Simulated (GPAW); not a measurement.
# A GW chain in GPAW: RbCaH3 (Pm-3m)

How does a plane-wave GW calculation on RbCaH3 (Pm-3m) run from the first input to the gap?

Program: GPAW 26.7.0. Level of theory: LDA and many-body steps on it, plane waves. Results are calculated unless marked as measured.

**1. Starting point**

The structure is cubic, space group Pm-3m (No. 221). The conventional cell has a = 4.547 Å, b = 4.547 Å, c = 4.547 Å, α = 90.00°, β = 90.00°, γ = 90.00°. Nearest to Rb lie 12 H at 3.22 Å. Nearest to Ca lie 6 H at 2.27 Å. Nearest to H lie 2 Ca at 2.27 Å and 8 H at 3.22 Å and 4 Rb at 3.22 Å. Farther neighbours are not listed.

As a file:

```
Rb Ca H
1.0
     4.54700    0.00000    0.00000
     0.00000    4.54700    0.00000
     0.00000    0.00000    4.54700
Rb Ca H
1 1 3
Direct
  0.00000 0.00000 0.00000
  0.50000 0.50000 0.50000
  0.00000 0.50000 0.50000
  0.50000 0.00000 0.50000
  0.50000 0.50000 0.00000
```

The cell and positions come from the Crystallography Open Database and are kept as given unless a step says otherwise.

**2. Ground state**

This step: GPAW 26.7.0; DFT, LDA, plane waves, PAW.

The ground-state density comes first.

Contents of run.py:

```python
import json
import numpy as np
from gpaw.mpi import world
from ase import Atoms
from gpaw import GPAW, PW, FermiDirac

atoms = Atoms(['Rb', 'Ca', 'H', 'H', 'H'],
    cell=[[4.5470000000, 0.0000000000, 0.0000000000],
      [0.0000000000, 4.5470000000, 0.0000000000],
      [0.0000000000, 0.0000000000, 4.5470000000]],
    scaled_positions=[[0.0000000000, 0.0000000000, 0.0000000000],
      [0.5000000000, 0.5000000000, 0.5000000000],
      [0.0000000000, 0.5000000000, 0.5000000000],
      [0.5000000000, 0.0000000000, 0.5000000000],
      [0.5000000000, 0.5000000000, 0.0000000000]],
    pbc=(True, True, True))
calc = GPAW(mode=PW(600),
    xc='LDA',
    kpts={'size': (6, 6, 6), 'gamma': True},
    occupations=FermiDirac(0.001),
    nbands=-8,
    convergence={'density': 1e-6, 'bands': -3},
    maxiter=100,
    txt='gs.txt')
atoms.calc = calc
res = {'energy': atoms.get_potential_energy()}
kpts = calc.get_ibz_k_points()
res['kpts'] = kpts
res['eigenvalues'] = [calc.get_eigenvalues(kpt=k) for k in range(len(kpts))]
res['n_electrons'] = calc.get_number_of_electrons()
calc.write('gs.gpw')

if world.rank == 0:
    with open('result.json', 'w') as f:
        json.dump(res, f, default=lambda x: x.tolist())
```

Started as:

```sh
> mpirun -n 4 gpaw python run.py
```

Numbers of over 12 decimals in the logs are rounded to 6 here.

The program printed:

```text
__  _  _
 | _ |_)|_||  |
 |__||  | ||/\| - 26.7.0

Input parameters:
  mode=PW(ecut=600.0),
  convergence={'density': 1e-06, 'bands': -3},
  kpts=MonkhorstPack(size=(6, 6, 6), gamma=True),
  maxiter=100,
  nbands=-8,
  occupations=Occupations(name='fermi-dirac', width=0.001, fixmagmom=False),
  xc=XC(name='LDA')
  [... matrices ...]
Diagonalizing LCAO Hamiltonian
Converting LCAO to pw mode
    .----------.
   /|          |
  / |          |
 *  |          |
 |  |          |
 | H|   Ca     |
 |  .--H-------.
 | /    H     /
 |/          /
 Rb---------*

Atoms  # Å, Bohr magnetons
|   | symbol |        x |        y |        z |    initial magnetic moments |
| 0 |     Rb | 0.000000 | 0.000000 | 0.000000 | ( 0.0000,  0.0000,  0.0000) |
| 1 |     Ca | 2.273500 | 2.273500 | 2.273500 | ( 0.0000,  0.0000,  0.0000) |
| 2 |      H | 0.000000 | 2.273500 | 2.273500 | ( 0.0000,  0.0000,  0.0000) |
| 3 |      H | 2.273500 | 0.000000 | 2.273500 | ( 0.0000,  0.0000,  0.0000) |
| 4 |      H | 2.273500 | 2.273500 | 0.000000 | ( 0.0000,  0.0000,  0.0000) |

Unit cell  # Å
| periodic |        x |        y |        z |  lengths |    angles |
|      yes | 4.547000 | 0.000000 | 0.000000 | 4.547000 | 90.000000 |
|      yes | 0.000000 | 4.547000 | 0.000000 | 4.547000 | 90.000000 |
|      yes | 0.000000 | 0.000000 | 4.547000 | 4.547000 | 90.000000 |

Number of symmetries: 48
Symmetry operations  # r_c * U_cc + t_c -> r_c
|    | kind |            matrix            |
|  0 |  E   |  1, 0, 0,  0, 1, 0,  0, 0, 1 |
|  1 |  σ   |  1, 0, 0,  0, 1, 0,  0, 0,-1 |
|  2 |  σ   |  1, 0, 0,  0, 0, 1,  0, 1, 0 |
|  3 |  C4  |  1, 0, 0,  0, 0, 1,  0,-1, 0 |
|  4 |  C4  |  1, 0, 0,  0, 0,-1,  0, 1, 0 |
|  5 |  σ   |  1, 0, 0,  0, 0,-1,  0,-1, 0 |
|  6 |  σ   |  1, 0, 0,  0,-1, 0,  0, 0, 1 |
|  7 |  C2  |  1, 0, 0,  0,-1, 0,  0, 0,-1 |
|  8 |  σ   |  0, 1, 0,  1, 0, 0,  0, 0, 1 |
|  9 |  C2  |  0, 1, 0,  1, 0, 0,  0, 0,-1 |
| 10 |  C3  |  0, 1, 0,  0, 0, 1,  1, 0, 0 |
| 11 |  S6  |  0, 1, 0,  0, 0, 1, -1, 0, 0 |
| 12 |  S6  |  0, 1, 0,  0, 0,-1,  1, 0, 0 |
| 13 |  C3  |  0, 1, 0,  0, 0,-1, -1, 0, 0 |
| 14 |  C4  |  0, 1, 0, -1, 0, 0,  0, 0, 1 |
| 15 |  S4  |  0, 1, 0, -1, 0, 0,  0, 0,-1 |
| 16 |  C3  |  0, 0, 1,  1, 0, 0,  0, 1, 0 |
| 17 |  S6  |  0, 0, 1,  1, 0, 0,  0,-1, 0 |
| 18 |  σ   |  0, 0, 1,  0, 1, 0,  1, 0, 0 |
| 19 |  C4  |  0, 0, 1,  0, 1, 0, -1, 0, 0 |
| 20 |  C2  |  0, 0, 1,  0,-1, 0,  1, 0, 0 |
| 21 |  S4  |  0, 0, 1,  0,-1, 0, -1, 0, 0 |
| 22 |  S6  |  0, 0, 1, -1, 0, 0,  0, 1, 0 |
| 23 |  C3  |  0, 0, 1, -1, 0, 0,  0,-1, 0 |
| 24 |  S6  |  0, 0,-1,  1, 0, 0,  0, 1, 0 |
| 25 |  C3  |  0, 0,-1,  1, 0, 0,  0,-1, 0 |
| 26 |  C4  |  0, 0,-1,  0, 1, 0,  1, 0, 0 |
| 27 |  σ   |  0, 0,-1,  0, 1, 0, -1, 0, 0 |
| 28 |  S4  |  0, 0,-1,  0,-1, 0,  1, 0, 0 |
| 29 |  C2  |  0, 0,-1,  0,-1, 0, -1, 0, 0 |
| 30 |  C3  |  0, 0,-1, -1, 0, 0,  0, 1, 0 |
| 31 |  S6  |  0, 0,-1, -1, 0, 0,  0,-1, 0 |
| 32 |  C4  |  0,-1, 0,  1, 0, 0,  0, 0, 1 |
| 33 |  S4  |  0,-1, 0,  1, 0, 0,  0, 0,-1 |
| 34 |  S6  |  0,-1, 0,  0, 0, 1,  1, 0, 0 |
| 35 |  C3  |  0,-1, 0,  0, 0, 1, -1, 0, 0 |
| 36 |  C3  |  0,-1, 0,  0, 0,-1,  1, 0, 0 |
| 37 |  S6  |  0,-1, 0,  0, 0,-1, -1, 0, 0 |
| 38 |  σ   |  0,-1, 0, -1, 0, 0,  0, 0, 1 |
| 39 |  C2  |  0,-1, 0, -1, 0, 0,  0, 0,-1 |
| 40 |  σ   | -1, 0, 0,  0, 1, 0,  0, 0, 1 |
| 41 |  C2  | -1, 0, 0,  0, 1, 0,  0, 0,-1 |
| 42 |  C2  | -1, 0, 0,  0, 0, 1,  0, 1, 0 |
| 43 |  S4  | -1, 0, 0,  0, 0, 1,  0,-1, 0 |
| 44 |  S4  | -1, 0, 0,  0, 0,-1,  0, 1, 0 |
| 45 |  C2  | -1, 0, 0,  0, 0,-1,  0,-1, 0 |
| 46 |  C2  | -1, 0, 0,  0,-1, 0,  0, 0, 1 |
| 47 |  i   | -1, 0, 0,  0,-1, 0,  0, 0,-1 |

BZ-sampling:
  Number of BZ points: 216
  Number of IBZ points: 20

  Monkhorst-Pack size: [6, 6, 6]
  Monkhorst-Pack shift: [0.083333, 0.083333, 0.083333]

K-points  # in reciprocal-cell coordinates
|     |                                coordinates |     weight |
|   0 | (  0.00000000,   0.00000000,   0.00000000) | 0.00462963 |
|   1 | (  0.16666667,   0.00000000,   0.00000000) | 0.02777778 |
|   2 | (  0.16666667,   0.16666667,   0.00000000) | 0.05555556 |
|   3 | (  0.16666667,   0.16666667,   0.16666667) | 0.03703704 |
|   4 | (  0.33333333,   0.00000000,   0.00000000) | 0.02777778 |
|   5 | (  0.33333333,   0.16666667,   0.00000000) | 0.11111111 |
|   6 | (  0.33333333,   0.16666667,   0.16666667) | 0.11111111 |
|   7 | (  0.33333333,   0.33333333,   0.00000000) | 0.05555556 |
|   8 | (  0.33333333,   0.33333333,   0.16666667) | 0.11111111 |
|   9 | (  0.33333333,   0.33333333,   0.33333333) | 0.03703704 |
| ... |                                            |            |
|  19 | (  0.50000000,   0.50000000,   0.50000000) | 0.00462963 |

Plane wave coefficients: 3178
Cutoff: 600.0 eV

Spin-components: 1 (collinear spins)
Bands:           19
Projectors:      19
Spin-degeneracy: 2
Datatype:        complex128

  Storage: CPU
  Wave functions: 18_963_520 bytes (4_740_880 per core)
  Projectors: 26_948_160 bytes (6_737_040 per core)
  [... matrices ...]
Parallelization:
  kpt:    4
  domain: 1
  band:   1

Density:
  Valence electrons: 22.0
  Components: 1
  Grid points: [27 27 27]
  Charge: 0.0  # |e|

Potential:
  Grid points: [27 27 27]

species:
  Rb:
    name:    Rubidium
    Z:       37.0
    valence: 9
    core:    28
    charge:  0.0  # [|e|]
    compensation charges:
      type: gauss
      rc: 0.38  # [Å]
      lmax: 2
    cutoffs:
      filter: 2.43  # [Å]
      core: 1.99  # [Å]
    projectors
    | kind |    occ | energy [eV] | rcut [Å] |
    |   4s |  2.000 |     -31.956 |    1.376 |
    |   5s |  1.000 |      -2.362 |    1.376 |
    |   4p |  6.000 |     -16.035 |    1.270 |
    |    p |        |      11.177 |    1.270 |
    |    d |        |       0.000 |    1.217 |

    Using partial waves for Rb as LCAO basis

  Ca:
    name:    Calcium
    Z:       20.0
    valence: 10
    core:    10
    charge:  0.0  # [|e|]
    compensation charges:
      type: gauss
      rc: 0.37  # [Å]
      lmax: 2
    cutoffs:
      filter: 2.10  # [Å]
      core: 1.17  # [Å]
    projectors
    | kind |    occ | energy [eV] | rcut [Å] |
    |   3s |  2.000 |     -46.826 |    1.175 |
    |   4s |  2.000 |      -3.864 |    1.175 |
    |   3p |  6.000 |     -27.986 |    1.154 |
    |    p |        |      -0.774 |    1.154 |
    |    d |        |       0.000 |    0.937 |

    Using partial waves for Ca as LCAO basis

  H:
    name:    Hydrogen
    Z:       1.0
    valence: 1
    core:    0
    charge:  0.0  # [|e|]
    compensation charges:
      type: gauss
      rc: 0.15  # [Å]
      lmax: 2
    cutoffs:
      filter: 0.85  # [Å]
      core: 0.53  # [Å]
    projectors
    | kind |    occ | energy [eV] | rcut [Å] |
    |   1s |  1.000 |      -6.353 |    0.476 |
    |    s |        |      20.858 |    0.476 |
    |    p |        |       0.000 |    0.476 |

    Using partial waves for H as LCAO basis

Reference energy: -99509.556440  # eV

eigensolver:
  PPCG
  Converge bands: -3
  niter=2

density mixing:
  MSR1-Mixer
  Pratt-step length: 0.05
  Maximum mixing coefficient: 0.75
  Old densities: 10
  SVD Regularization: 0.005
  Good broyden scale: 1.0
  Trust region scale: 1.0
  Backstep threshold: 4.0
  History deletion threshold: 6.0
  Fourier metric: weight=20.0, sigma=0.015

occupation numbers:
  Fermi-Dirac:
    width: 0.0010  # eV

poisson solver:
  ecut: 4800.0  # eV

xc functional:
  name: None

Initialization done in: 1.269 s

convergence criteria:
- Maximum integral of absolute [dens]ity change: 1e-06 electrons / valence electron
- Maximum [total energy] change in last 3 cyles: 0.0005 eV / valence electron
- Maximum integral of absolute [eigenst]ate change: 4e-08 eV^2 / valence electron
maximum number of iterations: 100

SCF iterations
|iter     |     time |      energy | eigst |  dens |
|iter:   1|  |  -17.526982 | +1.72 |       |
|iter:   2|  |  -17.309195 | +0.66 | -0.93 |
|iter:   3|  |  -15.913422 | -0.13 | -0.96 |
|iter:   4|  |  -15.902278 | -0.71 | -1.71 |
|iter:   5|  |  -15.903968 | -0.88 | -2.08 |
|iter:   6|  |  -15.904394c| -1.22 | -2.44 |
|iter:   7|  |  -15.904394c| -2.11 | -3.81 |
|iter:   8|  |  -15.904394c| -3.01 | -4.27 |
|iter:   9|  |  -15.904394c| -3.90 | -5.37 |
|iter:  10|  |  -15.904394c| -4.93 | -6.06c|
|iter:  11|  |  -15.904394c| -5.78 | -6.86c|
|iter:  12|  |  -15.904394c| -6.72 | -7.43c|
|iter:  13|  |  -15.904394c| -7.36 | -8.68c|
|iter:  14|  |  -15.904394c| -7.97c| -9.16c|

Converged in 14 steps
SCF loop duration: 7.837 s (0.560 s/step)
Energy contributions relative to reference atoms: (reference = -99509.556440)
  [... matrices ...]
Energy contributions:
  Kinetic:           9.825453
  Coulomb:          -8.896255
  Zero:             -0.618504
  External:          0.000000
  Xc:              -16.215087
  Entropy:          -0.000000
  Spinorbit:         0.000000
  ----------------------------
  Free energy:     -15.904394
  Extrapolated:    -15.904394

dipole moment: (-19.541142, -19.541142, -19.541142)  # |e|*Ang

Fermi level: 1.867
Eigenvalues  # (at kpt = [0.000, 0.000, 0.000])
| band index |      eig [eV] | occ [0-2] |
|          0 |       -37.874 |     2.000 |
|        ... |               |           |
|          3 |       -19.164 |     2.000 |
|          4 |       -19.164 |     2.000 |
|          5 |        -8.993 |     2.000 |
|          6 |        -8.993 |     2.000 |
|          7 |        -8.993 |     2.000 |
|          8 |        -2.485 |     2.000 |
|          9 |        -0.024 |     2.000 |
|         10 |        -0.024 |     2.000 |
|         11 |         6.217 |     0.000 |
|         12 |         6.217 |     0.000 |
|         13 |         6.217 |     0.000 |
|         14 |         7.535 |     0.000 |
|         15 |         7.535 |     0.000 |
|         16 |         7.535 |     0.000 |
|         17 |         7.611 |     0.000 |
|         18 |         7.611 |     0.000 |

Gap: 2.949 eV
Transition (v -> c):
  (s=0, k=16, n=10, [0.50, 0.50, 0.00]) -> (s=0, k=16, n=11, [0.50, 0.50, 0.00])
No difference between direct/indirect transitions
# Writing to gs.gpw (mode='')
  [... matrices ...]
```

Wall time 11 s (4 MPI ranks of Arm Neoverse V1, shared host); peak memory 0.7 GiB; 43 s of CPU time.

Numbers from this step:

| Item | Value |
| --- | --- |
| total energy | -15.90 eV |
| gap | 2.949 eV |
| k of the valence top | 0.5, 0.5, 0 |
| k of the conduction bottom | 0.5, 0.5, 0 |
| least direct gap | 2.949 eV |

The gap is direct, at (0.500, 0.500, 0.000).

**3. Empty states on the mesh, 4×4×4 mesh, 121 bands**

The sums over transitions need many empty states on a uniform mesh; this step solves for them.

Contents of run.py:

```python
import json
import numpy as np
from gpaw.mpi import world
from gpaw import GPAW

calc = GPAW('gs.gpw').fixed_density(kpts={'size': (4, 4, 4), 'gamma': True},
    nbands=141,
    convergence={'bands': 121},
    txt='nscf.txt')
calc.write('full.gpw', mode='all')
res = {}
kpts = calc.get_ibz_k_points()
res['kpts'] = kpts
res['eigenvalues'] = [calc.get_eigenvalues(kpt=k) for k in range(len(kpts))]
res['n_electrons'] = calc.get_number_of_electrons()

if world.rank == 0:
    with open('result.json', 'w') as f:
        json.dump(res, f, default=lambda x: x.tolist())
```

Started as:

```sh
> mpirun -n 4 gpaw python run.py
```

The program printed:

```text
Diagonalizing LCAO Hamiltonian
Converting LCAO to pw mode
convergence criteria:
- Maximum integral of absolute [eigenst]ate change: 4e-08 eV^2 / valence electron
maximum number of iterations: 100

SCF iterations
|iter     |     time |      energy | eigst |  dens |
|iter:   1|  |             | +4.34 |       |
|iter:   2|  |             | +3.06 |       |
|iter:   3|  |             | +1.87 |       |
[...]
|iter:  11|  |             | -6.43 |       |
|iter:  12|  |             | -6.99 |       |
|iter:  13|  |             | -7.55c|       |
SCF steps: 13
  __  _  _
 | _ |_)|_||  |
 |__||  | ||/\| - 26.7.0

Input parameters:
  mode=PW(ecut=600.0),
  convergence={'bands': 121},
  gpts=array([27, 27, 27]),
  kpts=MonkhorstPack(size=(4, 4, 4), gamma=True),
  maxiter=100,
  nbands=141,
  occupations=Occupations(name='fermi-dirac', width=0.001, fixmagmom=False),
  parallel={},
  xc=XC(name='LDA')
# Writing to full.gpw (mode='all')
  [... matrices ...]

timing:  # [seconds]
  Total: 0.077  # ━━━━━━━━━━━━━━━━━━━━━━━━━━━━━━━━━━━━━━━━━━━━━━━━━━━━━━━━━━━
```

Run time: 38 s. Hardware: 4 MPI ranks; peak memory 0.77 GiB; 2.5 min of CPU time.

This step gave:

- gap: 2.949 eV
- k of the valence top: 0.5, 0.5, 0
- k of the conduction bottom: 0.5, 0.5, 0
- least direct gap: 2.949 eV
- k points computed: 10
- lowest point of the top converged band, above the valence top: 58.6534 eV

On this mesh the gap is 2.949 eV.

(Part 1 of 2 ends here.)

[Paths, hosts, dates, memory and timing lines, banners, echoed tables and standing remarks are left out of the program output.]

[Logs are printed without paths, hosts, clocks, repeated set-up lines and the standing remarks that a program may print on its own settings, such as how far it seeks lower states.]

[Runs of the session that timed out or met a known fault of the program may be left out.]

[Hosts, paths, dates, database ids (printed as entryN), source tags and the programs' standing remarks are cut or masked in the printed files.]
